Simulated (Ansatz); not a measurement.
# H2O on Nb(110), shortbridge start, 2x2 cell: photoemission fingerprints, part 3 of 5

What would XPS and UPS show for H2O on Nb(110), shortbridge start, 2x2 cell?

Ansatz 0.2.0; DFT, PBE, plane-wave PAW, default files, scalar-relativistic.

So far, work function, upper face (eV): step 2 (the clean face) 4.48; step 3 (relaxation) 2.84.

### 4. Layer-resolved bands, DOS and potential

The main run: bands along the zone's path, each state's share in the top and middle regions, the DOS and the planar potential. The cell holds 4 small cells, so the bands are unfolded.

input.yaml reads:

```yaml
crystal:
  lattice:
    - [6.62, 0.0, 0.0]
    - [3.31, 4.6810468915, 0.0]
    - [0.0, 0.0, 24.0215703372]
  atoms:
    - { symbol: H, position: [0.1456876146, 0.1355498352, 0.7083411503] }
    - { symbol: H, position: [0.8474614212, 0.3733902255, 0.7074398779] }
    - { symbol: O, position: [-0.0022511654, 0.2518931625, 0.6848775136] }
    - { symbol: Nb, position: [0.0013047674, -0.0090801809, 0.6031989216] }
    - { symbol: Nb, position: [0.5132957277, -0.01360018, 0.5993133209] }
    - { symbol: Nb, position: [-0.0019470966, 0.509339107, 0.6031584603] }
    - { symbol: Nb, position: [0.4857268325, 0.5140586662, 0.5992994296] }
    - { symbol: Nb, position: [0.7501275607, 0.4999994208, 0.5075401257] }
    - { symbol: Nb, position: [0.2479177969, 0.5036320128, 0.5070539172] }
    - { symbol: Nb, position: [0.7519104552, -0.0034678698, 0.5070813385] }
    - { symbol: Nb, position: [0.2496594223, 0.0001759013, 0.5075204773] }
    - { symbol: Nb, position: [0.0, 0.0, 0.409653628] }
    - { symbol: Nb, position: [0.5, 0.0, 0.409653628] }
    - { symbol: Nb, position: [0.0, 0.5, 0.409653628] }
    - { symbol: Nb, position: [0.5, 0.5, 0.409653628] }
    - { symbol: Nb, position: [0.75, 0.5, 0.312219388] }
    - { symbol: Nb, position: [0.25, 0.5, 0.312219388] }
    - { symbol: Nb, position: [0.75, 0.0, 0.312219388] }
    - { symbol: Nb, position: [0.25, 0.0, 0.312219388] }
kpoints:
  mp_grid: { grid: [8, 8, 1] }
scf:
  occupations: { method: fermi_dirac, width: 0.05 }
  n_extra_bands: 21
hamiltonian:
  xc: pbe
  pseudopotentials: { kind: paw }
output:
  forces: true
  write_potential: true
  volumetric_format: []
  efg: { contact_densities: true }
  dos:
    projected:
      site_lists:
        adsorbate: [0, 1, 2]
        layer_1: [3, 4, 5, 6]
        layer_2: [7, 8, 9, 10]
        layer_3: [11, 12, 13, 14]
        other_layers: [15, 16, 17, 18]
    de: 0.05
    e_range: [-30, 12]
    method: { smearing: { sigma: 0.15, scheme: gaussian } }
  eigenstates:
    kpoints:
      - [0.0, 0.0, 0.0]
      - [-0.125, 0.0, 0.0]
      - [-0.25, 0.0, 0.0]
      - [-0.375, 0.0, 0.0]
      - [0.5, 0.0, 0.0]
      - [0.375, 0.0, 0.0]
      # [... 26 more points ...]
      - [-0.14285714, 0.14285714, 0.0]
      - [-0.07142857, 0.07142857, 0.0]
    e_range: [-8.0, 4.0]
    unfold:
      supercell_matrix: [[2, 0, 0], [0, 2, 0], [0, 0, 1]]
      layers:
        axis: 3
        edges: [0.145702, 0.434119, 0.434219, 0.562909, 0.563009, 0.874857]
efield:
  axis: 3
  dipole_correction: true
```

Run with:

```bash
$ ansatz run input.yaml --threads 8 --pin off --max-ram 20480MiB --backend cpu --events-out ev --progress --plain --runs-dir out
```

Numbers of over 12 decimals in the logs are rounded to 6 here.

The program printed:

```text
[...]
Nb: output.efg is read without spin–orbit coupling, which moves field gradients at and beside such atoms by some per cent and up to a factor of two; PAW files take it under magnetization.noncollinear and magnetization.spin_orbit
[...]
Crystal: 19 atoms, lattice volume = 744.393 Å³
Basis set: ecut = 420 eV, 14601 PW (Γ), exchange–correlation on 90×80×324 points (8 copies of the dense FFT grid, shifted against one another)
Bands: 129, of which v1, the nominal top of the filled ones, is band 108 counted from 1 (107 counted from 0)
Symmetry: 1 space group operations
[...]
k-points: 34 of 64 (time reversal used)
[...]
SCF iter   1: F=—  HF=-73428.472587 eV  |F-HF|=—  |Δ(HF+E_count)|=         —  Δρ=8.01e-3  dr2=8.30e0  ethr=1.77e-3  p=0.372 e·Å  D=9.04e-2 V/Å  ΔV_dip=-2.17 eV  dr2_dipole=2.39e0  V_vac-E_F(+/−)=2.74/4.91 eV  ⟨swp⟩=8.4  Hψ=18412  notcnv=0  defer=32
[...]
SCF iter   9: F=-73428.176832 eV  HF=-73428.176832 eV  |F-HF|=4.03e-9  |Δ(HF+E_count)|=   6.17e-8  Δρ=8.03e-7  dr2=7.27e-9  ethr=4.63e-11  p=0.290 e·Å  D=7.06e-2 V/Å  ΔV_dip=-1.70 eV  dr2_dipole=4.16e-10  V_vac-E_F(+/−)=2.84/4.53 eV  ⟨swp⟩=23.8  Hψ=35432  notcnv=0
WARN: efield: at this solve's end the planar-averaged density reaches 1.42e-5 e/Å³ inside the ramp window [0.9187, 0.1019] (bound 1e-5 e/Å³); the window's nearer edge stands 5.05 Å from this solve's nearest atom along the axis. Its work functions, free energy, forces, stress, dipole, levels and responses can be off, and this figure does not tell by how much. A short vacuum, a low `basis.ecutwfc` or `basis.ecutrho_ratio` and negative occupations (`scf.occupations.method`) can put density there. See the manual's quickstart, § The vacuum guard
SCF 1 converged in 9 iterations: F = -73428.176832 eV  dr2 = 7.27e-9
[...]
efield: sawtooth ramp at fractional position 0.9603 (kept from the solve that this one continues, or follows in the run), width 0.1000; the density the first Hamiltonian is built on has a dipole p = 0.290 e·Å; the dipole correction subtracts the counter field D = 7.06e-2 V/Å, which shifts the + side's vacuum level by -1.70 eV against the − side's; the planar-averaged density in the ramp window peaks in size at 1.4e-5 e/Å³
[...]
SCF converged after 9 iterations
Free energy (F): -73428.176832 eV
[...]
Internal energy: -73427.998895 eV  (E = F + TS)
E sigma→0 (E₀):  -73428.087864 eV
Entropy (-TS):   -0.177938 eV (-9.365 meV/atom)
Fermi energy:    5.010875 eV
Dipole field:    D = 0.070552 V/Å  (p = 0.290234 e·Å, saw-weighted, corrected)
Work function:   Φ+ = 2.8400 eV   Φ− = 4.5346 eV
[...]
Vacuum region:   at the solve's end the planar-averaged density reaches 1.42e-5 e/Å³ inside the ramp window [0.9187, 0.1019] (bound 1e-5 e/Å³)
[...]
--- Forces (eV/Å), atoms counted from 1 ---
  atom   1  H      0.00004286     0.00234408    -0.00163162
  atom   2  H      0.00185925    -0.00560997    -0.00120591
  atom   3  O     -0.00049069     0.00022409     0.00228414
  atom   4  Nb     0.00403502     0.00372788    -0.01099186
  atom   5  Nb     0.00913780     0.01610747    -0.04172591
  atom   6  Nb    -0.00007433    -0.00436883    -0.01016246
  atom   7  Nb    -0.00759637    -0.01764142    -0.04194127
  atom   8  Nb    -0.00634684    -0.00179054     0.01930259
  atom   9  Nb    -0.00424227     0.00474929     0.04307261
  atom  10  Nb    -0.00041057    -0.00271714     0.04202437
  atom  11  Nb     0.00296854     0.00260092     0.02219230
  atom  12  Nb    -0.01412053     0.04420924    -0.40643797
  atom  13  Nb    -0.03502587    -0.02309204    -0.46643591
  atom  14  Nb     0.01398443    -0.04263607    -0.40601628
  atom  15  Nb     0.03687953     0.02396840    -0.46541798
  atom  16  Nb    -0.02644037    -0.00497806     0.41900316
  atom  17  Nb    -0.00881660     0.02770311     0.44237041
  atom  18  Nb     0.00869127    -0.02774156     0.44265706
  atom  19  Nb     0.02596487     0.00494202     0.41903445
  max |Σ_I F_I| component: 2.61e-5 eV/Å
--- PAW observables at the nuclei: V_zz in 10²¹ V/m², potentials from the cell's mean, atoms counted from 1 ---
  atom   1  H  V_zz =    +3.761477   η = 0.1084   by run symmetry: allowed
            electrostatic potential = -34.710404 V   contact ρ = 2.901318 e/Å³
  atom   2  H  V_zz =    +3.737661   η = 0.1092   by run symmetry: allowed
            electrostatic potential = -34.715562 V   contact ρ = 2.895695 e/Å³
  atom   3  O  V_zz =   -14.287849   η = 0.7288   by run symmetry: allowed
            electrostatic potential = -616.085548 V   contact ρ = 2156.196763 e/Å³
  atom   4  Nb V_zz =    -3.811002   η = 0.3091   by run symmetry: allowed
            electrostatic potential = -6130.348587 V   contact ρ = 540920.967987 e/Å³
  atom   5  Nb V_zz =    -4.770905   η = 0.7137   by run symmetry: allowed
            electrostatic potential = -6130.511238 V   contact ρ = 540926.337563 e/Å³
  atom   6  Nb V_zz =    -3.806275   η = 0.3248   by run symmetry: allowed
            electrostatic potential = -6130.350401 V   contact ρ = 540920.986714 e/Å³
  atom   7  Nb V_zz =    -4.794993   η = 0.7109   by run symmetry: allowed
            electrostatic potential = -6130.512628 V   contact ρ = 540926.360454 e/Å³
  atom   8  Nb V_zz =    +3.665886   η = 0.0656   by run symmetry: allowed
            electrostatic potential = -6130.878069 V   contact ρ = 540926.572191 e/Å³
  atom   9  Nb V_zz =    +3.057430   η = 0.3219   by run symmetry: allowed
            electrostatic potential = -6130.945439 V   contact ρ = 540926.705857 e/Å³
  atom  10  Nb V_zz =    +3.052043   η = 0.3237   by run symmetry: allowed
            electrostatic potential = -6130.944456 V   contact ρ = 540926.697432 e/Å³
  atom  11  Nb V_zz =    +3.674816   η = 0.0686   by run symmetry: allowed
            electrostatic potential = -6130.878539 V   contact ρ = 540926.572977 e/Å³
  atom  12  Nb V_zz =    +2.272446   η = 0.1985   by run symmetry: allowed
            electrostatic potential = -6130.824099 V   contact ρ = 540925.546214 e/Å³
  atom  13  Nb V_zz =    +2.425713   η = 0.4063   by run symmetry: allowed
            electrostatic potential = -6130.831886 V   contact ρ = 540925.761224 e/Å³
  atom  14  Nb V_zz =    +2.272150   η = 0.1929   by run symmetry: allowed
            electrostatic potential = -6130.823937 V   contact ρ = 540925.546745 e/Å³
  atom  15  Nb V_zz =    +2.424946   η = 0.4033   by run symmetry: allowed
            electrostatic potential = -6130.831888 V   contact ρ = 540925.760449 e/Å³
  atom  16  Nb V_zz =    -5.640433   η = 0.2907   by run symmetry: allowed
            electrostatic potential = -6130.347447 V   contact ρ = 540924.368631 e/Å³
  atom  17  Nb V_zz =    -5.693794   η = 0.2952   by run symmetry: allowed
            electrostatic potential = -6130.345281 V   contact ρ = 540924.385395 e/Å³
  atom  18  Nb V_zz =    -5.693473   η = 0.2947   by run symmetry: allowed
            electrostatic potential = -6130.345357 V   contact ρ = 540924.384846 e/Å³
  atom  19  Nb V_zz =    -5.642355   η = 0.2901   by run symmetry: allowed
            electrostatic potential = -6130.347471 V   contact ρ = 540924.371522 e/Å³
--- Band table (eV; the first three rows and the last of 34) ---
  k-point 0: bands = [... 104 lower, 5.1755, 5.1930, 5.2352, 5.2916, 5.5669, 5.6160, 6.4015, 6.5084, ... 17 higher]
  k-point 1: bands = [... 104 lower, 5.1809, 5.1880, 5.2404, 5.2711, 5.4599, 5.5339, 6.0483, 6.1164, ... 17 higher]
  k-point 2: bands = [... 104 lower, 5.0075, 5.0649, 5.0780, 5.0997, 5.3632, 5.4113, 5.4907, 5.5186, ... 17 higher]
  k-point 33: bands = [... 104 lower, 4.5866, 4.6438, 4.6935, 4.6979, 4.7359, 4.7637, 5.2061, 5.2381, ... 17 higher]
```

Elapsed: 3.6 min, on 8 threads of Arm Neoverse V1, shared host; peak memory 5.9 GiB; 27 min of CPU time.

In the SCF lines HF is the Harris–Foulkes energy and dr2 the Hartree energy of the density residual, in eV; the loop may stop once dr2 is under the threshold and the program's other checks hold. Hψ counts applications of the Hamiltonian.

This step gave:

- free energy: -73428.1768 eV
- energy at zero smearing: -73428.0879 eV
- smearing term TS: 0.1779 eV
- Fermi energy: 5.011 eV
- share of occupied states in no projected shell: 0.0078 of the occupied states in the window
- DOS at the Fermi level: 21.79 states/eV/cell
- work function, upper face: 2.840 eV
- work function, lower face: 4.535 eV

A(k,E), total over k along the path and E. Zero: Fermi level.

Ten even steps from '0' (0.02 eV⁻¹) to '9' (5.77 eV⁻¹), each cell a mean:
```
420312457543431121345533311334
121233246522112033322532222331
121145556631013025456311355321
423246799631242324777323522434
234665579322223566557965332431
125976666422212797666774246610
236654344343224654334565356442
986444321312497544432267755678
321111100321121111110134677532
233300001553223320000245676442
443320013466444341001435421434
443232133157544324114221000144
322224431213532222442210000013
000211122000000112112100000000
000112211000000011221100000000
000011010000000001002000000000
000002210000000000221000000000
000000100000000000000000000000
000000000000000000000000000000
000000000000000000000000000000
000000000000000000000000000000
000000000000000000000000000000
```
Columns: k along the path (Å⁻¹) from 0 to 5.89 (not evenly spaced); rows upwards: E (eV) from -7.7 to 1.71.

A(k,E), top over k along the path and E. Zero: Fermi level.

Values in eV⁻¹, 12 rows by 16 columns, each cell a mean:
```
0.56 0.42 0.46 0.62 1.01 0.75 0.49 0.46 0.45 0.48 0.66 0.87 0.50 0.48 0.48 0.62
0.34 0.36 0.73 0.67 1.09 0.69 0.18 0.42 0.35 0.69 0.71 0.65 0.47 0.82 0.86 0.38
0.40 0.91 0.82 0.84 1.13 0.46 0.38 0.40 0.95 0.86 0.87 1.09 0.80 0.59 0.68 0.35
0.54 0.88 0.99 0.94 0.71 0.50 0.40 0.60 0.88 0.93 0.95 0.92 0.89 0.78 0.82 0.55
0.58 0.41 0.35 0.35 0.22 0.41 0.26 0.44 0.34 0.36 0.32 0.33 0.82 0.77 0.71 0.53
0.67 0.59 0.27 0.11 0.41 0.73 0.65 0.67 0.55 0.20 0.12 0.44 0.52 0.54 0.43 0.65
0.36 0.33 0.46 0.44 0.39 0.35 0.67 0.38 0.37 0.48 0.44 0.35 0.11 0.07 0.09 0.33
0.06 0.09 0.28 0.40 0.19 0.05 0.10 0.06 0.12 0.33 0.39 0.15 0.03 0.03 0.03 0.05
0.03 0.03 0.12 0.17 0.08 0.03 0.04 0.03 0.04 0.14 0.16 0.06 0.02 0.02 0.02 0.03
0.08 0.08 0.10 0.16 0.08 0.08 0.10 0.10 0.08 0.11 0.15 0.08 0.07 0.07 0.09 0.11
0.17 0.17 0.17 0.18 0.20 0.21 0.22 0.25 0.24 0.19 0.18 0.18 0.19 0.21 0.24 0.25
0.01 0.01 0.02 0.02 0.02 0.02 0.02 0.02 0.02 0.02 0.02 0.02 0.02 0.02 0.02 0.02
```
Columns: k along the path (Å⁻¹) from 0 to 5.89 (not evenly spaced); rows upwards: E (eV) from -7.7 to 1.71.

A(k,E), middle over k along the path and E. Zero: Fermi level.

Ten even steps from '_' (0.01 eV⁻¹) to '@' (1.91 eV⁻¹), each cell a mean:
```
::..__..__::----**==--::--::____....::::----::..::..__::::::
__..__..::--::--==--....__....__::::----::::..........::....
........==++****====..____..::__..++++****::........::......
==::::..==##%%@@##--......==::::::==%%%%##--::--::..__..--++
::--==****====++%%::......::====****====**%%++--::::..====::
__::++##++--::--====::::::__::**##++------****--::--==++..__
..--++++--::..::==--++--::::==**==::....--++====--==++====::
@@%%**====----::..::..::++@@%%++====----::::==++++++****##@@
--::..........____--::....::::..........__..==++##%%@@++----
..::::::________..++++::::..::--::________::++**%%@@@@++--..
::::::--::______--++**==--::::::--..______==--##**--..++--::
++++==::--::..--::::**%%**++**--::--....--..--....____..++++
==--==....--==--..--..==**==----....====::::::__________..==
______--........::______..____..::..........________________
______..::........______________::........::________________
________::..__::..________________::____::__________________
__________::--::__________________..----..__________________
____________..________________________..____________________
____________________________________________________________
____________________________________________________________
____________________________________________________________
____________________________________________________________
```
Columns: k along the path (Å⁻¹) from 0 to 5.89 (not evenly spaced); rows upwards: E (eV) from -7.7 to 1.71.

A(k,E), bottom over k along the path and E. Zero: Fermi level.

Ten even steps from '_' (0.01 eV⁻¹) to '@' (2.96 eV⁻¹), each cell a mean:
```
--::__--..::--==****==::==--....::..----==++--==--..__------
..::__..--::::--**++::::__....__::::::::::++--::::::..--::..
__::....--==--==****--..____--__..==----++::....--++++::::..
--::--..--++**%%%%**==....--::--::==******::::--++::--==::--
..::==++**++**##%%::..::::..--==****++**%%@@++++--::::==--..
__..==@@##**++++++--..::..__..**%%##++++++**##==::--++++..__
..--++++==------::----::..::--++++==----==++**++--++++==--::
%%##++--------..__::....--%%##==--------....++##**++++++**##
::::....____..____--::....::......__..____..::--++****++--::
::::--::________..==++--::::----::________::--==++++==--==::
====----::______--==++**++====----..______--::----....::--==
------::--::..::--..--++++------::--....--..::..______..----
::..::..::--==::......::--::..::::..====::::..____________::
______............______________..::....::..________________
________..::::....______________....::::....________________
________....__..__________________..____..__________________
__________......____________________::::____________________
____________________________________________________________
____________________________________________________________
____________________________________________________________
____________________________________________________________
____________________________________________________________
```
Columns: k along the path (Å⁻¹) from 0 to 5.89 (not evenly spaced); rows upwards: E (eV) from -7.7 to 1.71.

Peaks of A(k,E) at the labelled points: for each region the eleven nearest the zero at most, each over 6 % of that point's highest, less those above the energy where the solved bands run out; weight and spread sum the levels within three half widths or 0.3 eV, so near peaks share levels. Peaks of the spectral function, the first 40 of 131 rows:

```tsv
point	weight on	E (eV)	A (1/eV)	weight near the peak	rms spread of levels (eV)
(½,0)	total	-6.26	0.475	0.209	0
(½,0)	total	-3.42	4.349	2.014	0.042
(½,0)	total	-2.66	4.293	1.973	0.049
(½,0)	total	-1.54	6.574	3.989	0.087
(½,0)	total	0.16	3.681	1.998	0.115
(½,0)	total	1.66	3.729	1.989	0.081
(½,0)	top	-6.26	0.449	0.209	0
(½,0)	top	-3.42	0.631	0.286	0.081
(½,0)	top	-2.64	1.318	0.641	0.061
(½,0)	top	-1.44	1.591	0.855	0.079
(½,0)	top	-0.58	0.205	0.063	0.117
(½,0)	top	0.14	0.807	0.421	0.104
(½,0)	top	1.66	1.318	0.691	0.08
(½,0)	middle	-3.42	2.013	0.954	0.031
(½,0)	middle	-2.66	0.76	0.312	0.051
(½,0)	middle	-1.58	2.348	1.352	0.084
(½,0)	middle	0.14	1.304	0.742	0.127
(½,0)	middle	1.66	0.709	0.37	0.078
(½,0)	bottom	-3.42	1.702	0.774	0.031
(½,0)	bottom	-2.68	2.22	1.02	0.038
(½,0)	bottom	-1.56	3.008	1.78	0.083
(½,0)	bottom	0.16	1.581	0.828	0.103
(½,0)	bottom	1.66	1.701	0.927	0.082
Γ	total	-4.52	2.281	0.972	0
Γ	total	-3.7	4.026	1.997	0.062
Γ	total	-1.62	2.613	2.032	0.185
Γ	total	-1.26	2.863	2.032	0.185
Γ	total	-0.52	4.308	2.87	0.157
Γ	total	0.14	4.807	3.024	0.198
Γ	total	0.58	4.604	2.915	0.188
Γ	total	1.42	2.621	2.111	0.161
Γ	total	1.7	3.109	2.2	0.176
Γ	top	-5.52	0.275	0.109	0
Γ	top	-4.52	0.684	0.297	0
Γ	top	-3.74	1.004	0.489	0.091
Γ	top	-1.62	0.718	0.579	0.183
Γ	top	-1.26	0.9	0.579	0.183
Γ	top	-0.76	1.427	1.014	0.134
Γ	top	-0.58	1.485	1.014	0.134
Γ	top	0.12	0.747	0.536	0.225
```

The DOS has structure finer than the step of the table below, so its rows give means over 1 eV, whole bins alone (the curve runs from -30.0 to 1.43 eV). Peaks (eV: height): total -23.6: 7.21, -2.6: 23.2, -1.4: 31.8, -0.5: 27.8; Nb 4d -2.6: 19.2, -1.4: 30.6; Nb 5s -3.4: 4.86, -0.5: 2.91; O 2p -11.6: 4.75, -8.6: 5.39, -6.3: 6.53; Nb 5p* -2.4: 0.466, 0.1: 1.19, 1.1: 1.40.

* holds the states left over by the projection beside any projected weight of its own. DOS against E, zero at the Fermi level; means over each step; 7 of 8 lines; values in states/eV/cell:

```tsv
E (eV)	total	Nb 4d	Nb 5s	O 2p	Nb 5p*	H 1s	O 2s
-29	0.0536	1.3e-4	4.7e-5	0	0	0	0
-28	0	0	0	0	0	0	0
-27	0	0	0	0	0	0	0
-26	0	0	0	0	0	0	0
-25	0	0	0	0	0	0	0
-24	1.39	0.0186	0.0124	0.0276	0.00644	0.300	1.01
-23	0.611	0.00818	0.00546	0.0121	0.00283	0.132	0.445
-22	0	0	0	0	0	0	0
-21	0	0	0	0	0	0	0
-20	0	0	0	0	0	0	0
-19	0	0	0	0	0	0	0
-18	0	0	0	0	0	0	0
-17	0	0	0	0	0	0	0
-16	0	0	0	0	0	0	0
-15	0	0	0	0	0	0	0
-14	0	0	0	0	0	0	0
-13	0	0	0	0	0	0	0
-12	1.65	0.0123	0.00156	1.17	0.0292	0.440	0
-11	0.345	0.00257	3.2e-4	0.244	0.00608	0.0917	0
-10	0	0	0	0	0	0	0
-9	1.28	0.0739	0.0518	1.000	0.0158	0.0743	0.0659
-8	0.718	0.0411	0.0285	0.561	0.00891	0.0418	0.0371
-7	0.0940	0.00438	0.00289	0.0862	5.4e-4	2.0e-6	0
-6	1.96	0.0903	0.103	1.75	0.0116	5.8e-5	1.4e-4
-5	1.03	0.0281	0.970	0.00506	0.0256	3.3e-4	0.00170
-4	3.33	0.952	2.27	0.00970	0.0976	0.00220	0.00516
-3	17.9	13.6	3.90	0.0284	0.325	0.00699	0.00927
-2	18.3	16.7	1.29	0.0260	0.357	0.00513	0.00736
-1	26.7	24.7	1.36	0.0277	0.589	0.0576	0.0341
0	21.6	18.1	2.27	0.0226	0.990	0.102	0.0464
```

[end of part 3 of 5]

[Logs are printed without paths, hosts, clocks, repeated set-up lines and the standing remarks that a program may print on its own settings, such as how far it seeks lower states.]

[Hosts, paths, dates, database ids (printed as entryN), source tags and the programs' standing remarks are cut or masked in the printed files.]

[Maps of the electrostatic potential energy from Ansatz leave out the sawtooth potential of an applied field or a dipole correction, so their vacuum need not be flat; work functions include it.]
